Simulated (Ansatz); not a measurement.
**Heat carried by phonons in CdS (Greenockite, P6_3mc)**

How well does the lattice of CdS (Greenockite) conduct heat?

Experimental results on record:
- thermal conductivity 16 W/m/K near room temperature (given in “Combining the AFLOW GIBBS and Elastic Libraries to efficiently and robustly screen thermo-mechanical properties of solids”, 2017, arXiv:1611.05714)

Program: Ansatz 0.2.0. Level of theory: DFT LDA, scalar-relativistic, plane waves, PAW. Results are calculated unless marked as measured.

The database entry behind the starting cell differs from later determinations by our own check (about 0.35 % long), so it need not match the best structure at ambient conditions.

### 1. Starting point

Symmetry: P6_3mc, No. 186, hexagonal system. The conventional cell has a = 4.150 Å, b = 4.150 Å, c = 6.737 Å, α = 90.00°, β = 90.00°, γ = 120.00°. Cd has 4 S at 2.53 to 2.54 Å nearest. Nearest to S lie 4 Cd at 2.53 to 2.54 Å. Farther neighbours and most contacts between anions are not listed.

### 2. A first coarse run

A cheap single point shows whether the cell is a metal or an insulator and how far it is from rest; that sets the k-mesh and the occupations of what follows.

input.yaml reads:

```yaml
crystal:
  lattice:
    - [4.15, 0.0, 0.0]
    - [-2.075, 3.5940054257, 0.0]
    - [0.0, 0.0, 6.737]
  atoms:
    - { symbol: Cd, position: [0.3333333333, 0.6666666667, 0.0] }
    - { symbol: Cd, position: [0.6666666667, 0.3333333333, 0.5] }
    - { symbol: S, position: [0.3333333333, 0.6666666667, 0.375] }
    - { symbol: S, position: [0.6666666667, 0.3333333333, 0.875] }
kpoints:
  mp_grid: { grid: [6, 6, 4] }
hamiltonian:
  xc: lda
scf:
  occupations: { method: gaussian, width: 0.1 }
output:
  forces: true
  stress: true
  eigenvalues: true
```

Launch:

```console
ansatz run input.yaml --threads 18 --pin off --max-ram 92160MiB --backend cuda --events-out ev --progress --plain --runs-dir out
```

Numbers of over 12 decimals in the logs are rounded to 6 here.

The program printed:

```text
Engine: ansatz 0.2.0, aarch64-unknown-linux-gnu
Pseudopotentials: kind: paw
Pseudopotential: Cd, paw, valence charge 20, recommended cutoff 420 eV (normal), Cd.paw.azcp
Pseudopotential: S, paw, valence charge 6, recommended cutoff 420 eV (normal), S.paw.azcp
Functional definition: SPW92
  exchange = slater_x
  correlation = pw_c
device memory: the entry about to start is reckoned to put 1.3 GiB on a device that reports 182.5 GiB free
GPU FFT provider: cuFFT
GPU libraries: cuBLAS 13.8.1, cuFFT 12.4.0, cuSOLVER 12.3.2
GPU matrix products: emulated (plane waves: as basis.precision tells), large ones in fixed point in workspaces of 1.00 GiB
Crystal: 4 atoms, lattice volume = 100.483 Å³
Basis set: ecut = 420 eV, 1973 PW (Γ)
Bands: 32, of which v1, the nominal top of the filled ones, is band 26 counted from 1 (25 counted from 0)
Symmetry: 12 space group operations
Space group: P63mc (ITA 186), of the structure as read, at distance tolerance 4.6e-5 Å
k-points: 21 of 144 (time reversal used)
Non-local potential: Cd, projectors of the file, l = 0: 3, l = 1: 2, l = 2: 2, l = 3: 1
Non-local potential: S, projectors of the file, l = 0: 2, l = 1: 2, l = 2: 2
PAW form: soft (Blöchl's): semilocal exchange-correlation on the pseudo side does not see the compensation charge
PAW frozen core: Cd, regenerated for the run's functional, and the local potential with it (the file was generated under x = pbe(κ = 0.804, μ = 0.219515), c = pbe(β = 0.066725))
PAW frozen core: S, regenerated for the run's functional, and the local potential with it (the file was generated under x = pbe(κ = 0.804, μ = 0.219515), c = pbe(β = 0.066725))
PAW one-centre angular grid: Cd, 590 points (default); XC on 64 Gauss nodes
PAW one-centre angular grid: S, 110 points (default); XC on 64 Gauss nodes
Initial density: superposition of atomic densities (neutral atoms: chi_scale 0, normalization atom), corrected by the library's trained network
Initial wavefunctions: pseudopotential atomic-orbital guess
GPU buffer pool allocated for 43200 grid points (all kernels)
GPU transforms: local potential and band sums: pruned to the plane-wave sphere, on 27×27×45
Functional: x = slater, c = lda
SCF iter   1: F=—  HF=-17977.259165 eV  |F-HF|=—  |Δ(HF+E_count)|=         —  Δρ=8.29e-3  dr2=6.87e-2  ethr=1.77e-3  ⟨swp⟩=5.6  Hψ=2596  notcnv=0
preconditioner: auto → Resta (q_TF=auto, 2.445 Å⁻¹)  ε∞=4.8  [insulator: Δε(μ)=0.812 eV  Ē_g=11.384 eV  σ=0.100 eV  W_gap=1.00  n_scr=22 (ndim 8)  ℏωp=22.2 eV  f_vac=0.131  D(μ)=0.00/eV (n_scr^D=0)  ε∞_Penn≈4.8]
SCF iter   2: F=—  HF=-17977.240730 eV  |F-HF|=—  |Δ(HF+E_count)|=   1.84e-2  Δρ=3.40e-3  dr2=1.25e-2  ethr=1.32e-4  ⟨swp⟩=2.0  Hψ=1210  notcnv=0
SCF iter   3: F=—  HF=-17977.237466 eV  |F-HF|=—  |Δ(HF+E_count)|=   3.26e-3  Δρ=9.50e-4  dr2=8.16e-4  ethr=2.41e-5  ⟨swp⟩=2.0  Hψ=764  notcnv=0
automatic band count: iteration 3 solves 31 bands in place of 32: the levels show a gap, and the empty bands left out lie too high to hold charge; the band table lists the bands solved (type scf.n_extra_bands for more)
SCF iter   4: F=—  HF=-17977.237575 eV  |F-HF|=—  |Δ(HF+E_count)|=   1.09e-4  Δρ=2.66e-4  dr2=9.36e-5  ethr=1.57e-6  ⟨swp⟩=2.4  Hψ=1028  notcnv=0
SCF iter   5: F=—  HF=-17977.238181 eV  |F-HF|=—  |Δ(HF+E_count)|=   6.07e-4  Δρ=7.67e-5  dr2=7.46e-6  ethr=1.80e-7  ⟨swp⟩=2.9  Hψ=1141  notcnv=0
SCF iter   6: F=—  HF=-17977.238186 eV  |F-HF|=—  |Δ(HF+E_count)|=   4.29e-6  Δρ=1.26e-5  dr2=2.73e-7  ethr=1.44e-8  ⟨swp⟩=2.0  Hψ=719  notcnv=0
SCF iter   7: F=-17977.238186 eV  HF=-17977.238186 eV  |F-HF|=4.08e-9  |Δ(HF+E_count)|=   1.92e-7  Δρ=3.14e-6  dr2=1.13e-8  ethr=1.92e-10  ⟨swp⟩=5.4  Hψ=2844  notcnv=0
SCF 1 converged in 7 iterations: F = -17977.238186 eV  dr2 = 1.13e-8
  greatest PAW one-centre occupation: 1.000 electrons in one spin orbital (limit 2), on the Cd atom at site 1 (counted from 0), in its partial waves of l = 0
SCF converged after 7 iterations
Free energy (F): -17977.238186 eV
Harris-Foulkes:  -17977.238186 eV  (|F-HF|=4.08e-9)
Internal energy: -17977.238186 eV  (E = F + TS)
E sigma→0 (E₀):  -17977.238186 eV
Fermi energy:    6.910053 eV
--- Per-component energies (eV) ---
  E_band       = -1034.797310
  E_kinetic    = 1222.978652
  E_local      = -8083.220655  (includes V_loc(G=0)·N_el)
  E_nonlocal   = 140.962892
  E_hartree    = 3697.755416
  E_xc         = -542.384418
  E_vxc        = -616.758933  (∫ρ·V_xc dr)
  E_paw        = -9032.777407  (= ΣΔE_a)
  E_vpaw       = -1094.267092  (= ΣTr[D̂ρ^β])
  E_aug_tail   = 0.000026  (compensation charges beyond the density's cutoff)
  E_ewald      = -5382.392226
  E_core_change = 1.839533  (= ΣΔE_core)
  E_smearing   = -0.000000  (= −TS)
  E_closure    = -0.000000  (closes the sum)
  Σ components = -17977.238186   (vs F -17977.238186, Δ=0.00e0)
--- Forces (eV/Å), atoms counted from 1 ---
  atom   1  Cd     0.00000000     0.00000000    -0.06058475
  atom   2  Cd    -0.00000000    -0.00000000    -0.06058475
  atom   3  S      0.00000000     0.00000000     0.06059084
  atom   4  S      0.00000000    -0.00000000     0.06059084
  max |Σ_I F_I| component: 1.22e-5 eV/Å
--- Stress (GPa, compression-positive) ---
       -3.303931       0.000000      -0.000000
        0.000000      -3.303931       0.000000
       -0.000000       0.000000      -2.742080
  P = ⅓ Tr σ = -3.1166 GPa (-31.166 kbar)
--- Band table (eV; the first three rows and the last of 21) ---
  k-point 0: bands = [... 22 lower, 5.6779, 6.4042, 6.4512, 6.4512, 7.3614, 8.9905, 12.7178, 12.7178, ... 1 higher]
  k-point 1: bands = [... 22 lower, 5.7843, 5.7843, 6.3304, 6.3304, 8.3072, 9.0644, 12.5455, 12.7921, ... 1 higher]
  k-point 2: bands = [... 22 lower, 6.0501, 6.0501, 6.0501, 6.0501, 9.0530, 9.0530, 12.4016, 12.4016, ... 1 higher]
  k-point 20: bands = [... 22 lower, 4.0051, 4.0051, 5.3246, 5.3246, 10.6231, 10.6231, 12.3138, 12.3138, ... 1 higher]
```

It took 1.5 s on 1 × NVIDIA GB200 with 18 threads of Arm Neoverse V2, shared host; peak memory 1.1 GiB; 2 s of CPU time.

The column dr2 measures how far the density is from self-consistency, as an energy; F and HF (Harris–Foulkes) agree once it is small.

This step gave:

| Item | Value |
| --- | --- |
| pressure | -3.117 GPa |
| gap on the k-mesh | 0.9102 eV |
| volume per atom | 25.12 Å³/atom |

Force by atom:

| atom | x (eV/Å) | y (eV/Å) | z (eV/Å) | size |
| --- | --- | --- | --- | --- |
| Cd1 | 0.0000 | 0.0000 | -0.0606 | 0.0606 |
| Cd2 | 0.0000 | 0.0000 | -0.0606 | 0.0606 |
| S3 | 0.0000 | 0.0000 | 0.0606 | 0.0606 |
| S4 | 0.0000 | 0.0000 | 0.0606 | 0.0606 |

The start is under -3.1 GPa at this level and looks like an insulator or semiconductor on this mesh.

### 3. Relaxation

Phonons are second derivatives about a minimum, so cell and atoms are relaxed first, inside the symmetry of the start.

input.yaml, the sections that differ from step 2:

```yaml
kpoints:
  mp_grid: { grid: [9, 9, 4] }
scf:
  occupations: { method: gaussian, width: 0.02 }
relax:
  adjacent_minimum: "off"
  f_tol: 0.005
  max_steps: 80
  cell: { stress_tol: 0.05 }
# crystal, hamiltonian, output: as in step 2
```

The program printed:

```text
[...]
Crystal: 4 atoms, lattice volume = 100.483 Å³
Basis set: ecut = 420 eV, 1973 PW (Γ)
Bands: 32, of which v1, the nominal top of the filled ones, is band 26 counted from 1 (25 counted from 0)
Symmetry: 12 space group operations
[...]
k-points: 36 of 324 (time reversal used)
[...]
SCF iter   1: F=—  HF=-17977.262363 eV  |F-HF|=—  |Δ(HF+E_count)|=         —  Δρ=8.33e-3  dr2=6.96e-2  ethr=1.77e-3  ⟨swp⟩=6.6  Hψ=4751  notcnv=0
[...]
SCF iter   2: F=—  HF=-17977.243726 eV  |F-HF|=—  |Δ(HF+E_count)|=   1.86e-2  Δρ=3.43e-3  dr2=1.28e-2  ethr=1.34e-4  ⟨swp⟩=3.0  Hψ=2219  notcnv=0  defer=72
[...]
SCF iter   7: F=-17977.241041 eV  HF=-17977.241041 eV  |F-HF|=3.25e-9  |Δ(HF+E_count)|=   1.88e-7  Δρ=3.28e-6  dr2=1.24e-8  ethr=1.92e-10  ⟨swp⟩=8.3  Hψ=5203  notcnv=0
SCF 1 converged in 7 iterations: F = -17977.241041 eV  dr2 = 1.24e-8
[...]
relax step   1: F+E_penalty+E_count = -17977.24104118 eV  Δ(F+E_penalty+E_count) = +0.000e0 eV  max|allowed force component| = 6.169e-2 eV/Å  Δτ_max = 0.0000 Å  P = -3.120 GPa  Ω = 100.483 Å³  (7 SCF iters, dr2 threshold 1.00e-7 eV, accepted)
[...]
Crystal: 4 atoms, lattice volume = 95.061 Å³
Basis set: ecut = 420 eV, 1811 PW (Γ)
[...]
iter 1 solved again at ethr=8.40e-6 eV; its pass at ethr=3.10e-3 eV (dr2=4.37e-3 eV) is discarded
[...]
SCF iter   2: F=—  HF=-17977.293688 eV  |F-HF|=—  |Δ(HF+E_count)|=   9.09e-4  Δρ=7.96e-4  dr2=9.26e-4  ethr=8.40e-6  ⟨swp⟩=2.0  Hψ=1348  notcnv=0
[...]
SCF iter   6: F=-17977.294320 eV  HF=-17977.294320 eV  |F-HF|=2.95e-8  |Δ(HF+E_count)|=   2.13e-7  Δρ=5.31e-6  dr2=3.22e-8  ethr=7.69e-10  ⟨swp⟩=5.0  Hψ=4409  notcnv=0
SCF 2 converged in 6 iterations: F = -17977.294320 eV  dr2 = 3.22e-8
[...]
relax step   2: F+E_penalty+E_count = -17977.29431985 eV  Δ(F+E_penalty+E_count) = -5.328e-2 eV  max|allowed force component| = 1.553e-2 eV/Å  Δτ_max = 0.0027 Å  P = +0.240 GPa  Ω = 95.061 Å³  energy of the carried Pulay correction = +5.586e-4 eV  (6 SCF iters, dr2 threshold 4.00e-7 eV, accepted)
[...]
Crystal: 4 atoms, lattice volume = 95.420 Å³
[...]
SCF iter   4: F=-17977.294575 eV  HF=-17977.294575 eV  |F-HF|=2.57e-8  |Δ(HF+E_count)|=   7.12e-8  Δρ=8.02e-6  dr2=9.46e-8  ethr=5.90e-10  ⟨swp⟩=5.0  Hψ=4520  notcnv=0
SCF 3 converged in 4 iterations: F = -17977.294575 eV  dr2 = 9.46e-8
relax step   3: F+E_penalty+E_count = -17977.29457466 eV  Δ(F+E_penalty+E_count) = -2.548e-4 eV  max|allowed force component| = 5.810e-3 eV/Å  Δτ_max = 0.0003 Å  P = -0.018 GPa  Ω = 95.420 Å³  energy of the carried Pulay correction = +5.206e-4 eV  (4 SCF iters, dr2 threshold 3.07e-7 eV, accepted)
[...]
relax step   4: F+E_penalty+E_count = -17977.29458527 eV  Δ(F+E_penalty+E_count) = -1.061e-5 eV  max|allowed force component| = 1.355e-4 eV/Å  Δτ_max = 0.0006 Å  P = +0.000 GPa  Ω = 95.395 Å³  energy of the carried Pulay correction = +5.232e-4 eV  (5 SCF iters, dr2 threshold 2.11e-9 eV, accepted)
[...]
SCF iter   5: F=-17977.294025 eV  HF=-17977.294025 eV  |F-HF|=3.64e-12  |Δ(HF+E_count)|=  8.00e-11  Δρ=9.14e-8  dr2=9.14e-12  ethr=1.00e-12  ⟨swp⟩=4.0  Hψ=3442  notcnv=0
SCF 5 converged in 5 iterations: F = -17977.294025 eV  dr2 = 9.14e-12
relax step   5: F+E_penalty+E_count = -17977.29402483 eV  Δ(F+E_penalty+E_count) = +5.604e-4 eV  max|allowed force component| = 1.339e-4 eV/Å  Δτ_max = 0.0000 Å  P = +0.002 GPa  Ω = 95.395 Å³  stress off target by 2.40e-3 GPa  SCF on the basis re-selected at this cell (its energy is not comparable with the rows above)  (5 SCF iters)
basis re-selected at this cell: Δ(F+E_penalty+E_count) = +5.604e-4 eV, ΔP = +0.002 GPa vs the last step (what re-selecting the basis moved, of the pressure what is left beyond the Pulay correction that the steps carried, after the strain that the cell walked since its last selection, with what the two solves' SCF thresholds leave and, on support functions, any second-order correction that the steps lacked; it is no measure of the basis error at this ecutwfc). The dense FFT grid was sized anew with the basis: this SCF ran on 30×30×45 points, the steps before it on 30×30×48, so part of this shift can come from that change (see relax.cell in the input reference). [rest of the remark cut]
SCF converged after 5 iterations
Free energy (F): -17977.294025 eV
[...]
Internal energy: -17977.294025 eV  (E = F + TS)
E sigma→0 (E₀):  -17977.294025 eV
Fermi energy:    7.714859 eV
[...]
--- Forces (eV/Å), atoms counted from 1 ---
  atom   1  Cd    -0.00000000     0.00000000    -0.00013380
  atom   2  Cd     0.00000000    -0.00000000    -0.00013380
  atom   3  S      0.00000000     0.00000000     0.00013396
  atom   4  S     -0.00000000    -0.00000000     0.00013396
  max |Σ_I F_I| component: 3.16e-7 eV/Å
--- Stress (GPa, compression-positive) ---
        0.002400       0.000000      -0.000000
       -0.000000       0.002400       0.000000
       -0.000000       0.000000       0.001389
  P = ⅓ Tr σ = 0.0021 GPa (0.021 kbar)
--- Band table (eV; the first three rows and the last of 36) ---
  k-point 0: bands = [... 22 lower, 6.3679, 7.1398, 7.2015, 7.2015, 8.2280, 9.8105, 13.4705, 13.4705, ... 2 higher]
  k-point 1: bands = [... 22 lower, 6.4821, 6.4821, 7.0707, 7.0707, 9.1740, 9.8893, 13.2588, 13.5444, ... 2 higher]
  k-point 2: bands = [... 22 lower, 6.7681, 6.7681, 6.7681, 6.7681, 9.9069, 9.9069, 13.1845, 13.1845, ... 2 higher]
  k-point 35: bands = [... 22 lower, 4.5148, 4.5148, 5.9556, 5.9556, 11.4549, 11.4549, 13.0617, 13.0617, ... 2 higher]
--- Relaxed structure (4 steps of the walk, 4 accepted, 1 SCFs on fresh bases) ---
  F+E_penalty+E_count = -17977.29402483 eV   max|allowed force component| = 1.339e-4 eV/Å   (the final SCF, on the basis selected at the relaxed cell)
  cell:  # Å, volume = 95.3953 Å³
    - [4.073534, 0.0, -2.0221972169113527e-17]
    - [-2.036767, 3.527784, 1.0110986084556762e-17]
    - [-3.2827813615282076e-17, 0, 6.638254]
  atoms:
    - { symbol: Cd, position: [0.333333, 0.666667, -0.000535714] }
    - { symbol: Cd, position: [0.666667, 0.333333, 0.499464] }
    - { symbol: S, position: [0.333333, 0.666667, 0.375536] }
    - { symbol: S, position: [0.666667, 0.333333, 0.875536] }
```

The job ended after 3 s (1 × NVIDIA GB200 with 18 threads; peak memory 1.1 GiB; 7.3 s of CPU time).

Relaxation path:

| step | energy less that of the first step (eV) | largest force component (eV/Å) | pressure (GPa) | volume (Å³) |
| --- | --- | --- | --- | --- |
| 1 | 0.0000 | 0.0617 | -3.12 | 100.48 |
| 2 | -0.0533 | 0.0155 | 0.24 | 95.06 |
| 3 | -0.0535 | 0.0058 | -0.02 | 95.42 |
| 4 | -0.0535 | 0.0001 | 0.00 | 95.40 |
| 5* | -0.0530 | 0.0001 | 0.00 | 95.40 |

Relaxation steps marked * repeat the geometry before them on a plane-wave basis chosen anew for their cell, so energy and pressure can jump there.

The run keeps the 12 symmetry operations that it works with, so distortions that break them were not tested.

| conventional cell, symmetrised | before | after | change |
| --- | --- | --- | --- |
| a (Å) | 4.150 | 4.074 | -1.8 % |
| b (Å) | 4.150 | 4.074 | -1.8 % |
| c (Å) | 6.737 | 6.638 | -1.5 % |
| volume (Å³/atom) | 25.12 | 23.85 | -5.1 % |

The relaxed structure:

```cif
data_structure
_symmetry_space_group_name_H-M 'P 1'
_symmetry_Int_Tables_number 1
_cell_length_a 4.0735
_cell_length_b 4.0735
_cell_length_c 6.6383
_cell_angle_alpha 90.000
_cell_angle_beta 90.000
_cell_angle_gamma 120.000
_cell_volume 95.40
loop_
_atom_site_label
_atom_site_type_symbol
_atom_site_fract_x
_atom_site_fract_y
_atom_site_fract_z
_atom_site_occupancy
Cd1 Cd 0.33333 0.66667 0.99946 1
Cd2 Cd 0.66667 0.33333 0.49946 1
S3 S 0.33333 0.66667 0.37554 1
S4 S 0.66667 0.33333 0.87554 1
```

This step gave:

```yaml
pressure: 0.002063 GPa
gap_on_the_k_mesh: 1.027 eV
volume_per_atom: 23.85 Å³/atom
```

The relaxation ends with a largest force component of 1.3e-4 eV/Å and a pressure of 0.00 GPa.

### 4. Relaxing to small residual forces and stress

The thresholds are tightened for a last relaxation ahead of the phonons, and where mesh or smearing change with them the cell follows.

input.yaml reads:

```yaml
crystal:
  lattice:
    - [4.0735341913, 0.0, 0.0]
    - [-2.0367670957, 3.5277840929, 0.0]
    - [0.0, 0.0, 6.6382535336]
  atoms:
    - { symbol: Cd, position: [0.3333333333, 0.6666666667, -0.0005357139] }
    - { symbol: Cd, position: [0.6666666667, 0.3333333333, 0.4994642861] }
    - { symbol: S, position: [0.3333333333, 0.6666666667, 0.3755357139] }
    - { symbol: S, position: [0.6666666667, 0.3333333333, 0.8755357139] }
kpoints:
  mp_grid: { grid: [9, 9, 4] }
hamiltonian:
  xc: lda
scf:
  occupations: { method: fixed }
output:
  forces: true
  stress: true
  eigenvalues: true
relax:
  adjacent_minimum: "off"
  f_tol: 0.001
  max_steps: 60
  cell: { stress_tol: 0.01 }
```

The program printed:

```text
[...]
GPU FFT provider: cuFFT
GPU libraries: cuBLAS 13.8.1, cuFFT 12.4.0, cuSOLVER 12.3.2
[...]
Crystal: 4 atoms, lattice volume = 95.395 Å³
Basis set: ecut = 420 eV, 1811 PW (Γ)
Bands: 32, of which v1, the nominal top of the filled ones, is band 26 counted from 1 (25 counted from 0)
Symmetry: 12 space group operations
[...]
cell:  # Å, volume = 95.3953 Å³
    - [4.073534, 2.8867313515809903e-11, 0.0]
    - [-2.036767, 3.527784, 0.0]
    - [0.0, 0.0, 6.6382535336]
  atoms:
    - { symbol: Cd, position: [0.333333, 0.666667, -0.0005357139] }
    - { symbol: Cd, position: [0.666667, 0.333333, 0.4994642861] }
    - { symbol: S, position: [0.333333, 0.666667, 0.375536] }
    - { symbol: S, position: [0.666667, 0.333333, 0.875536] }
[key lines of the parts left out:]
SCF converged after 6 iterations
Free energy (F): -17977.294025 eV
Fermi energy:    7.201454 eV
P = ⅓ Tr σ = 0.0021 GPa (0.021 kbar)
```

The job ended after 1.9 s (1 × NVIDIA GB200 with 18 threads; peak memory 1.1 GiB).

Little changed from the start: no atom moved by 0.005 Å and no cell edge by 0.1 %.

Numbers from this step:

- pressure: 0.002061 GPa

The residual pressure is 0.0021 GPa, small enough for phonons.

[end of part 1 of 3]

[Logs are printed without paths, hosts, clocks, repeated set-up lines and the standing remarks that a program may print on its own settings, such as how far it seeks lower states.]

[Hosts, paths, dates, database ids (printed as entryN), source tags and the programs' standing remarks are cut or masked in the printed files.]

[A step with changed settings may run another functional than the one named; its input shows which.]
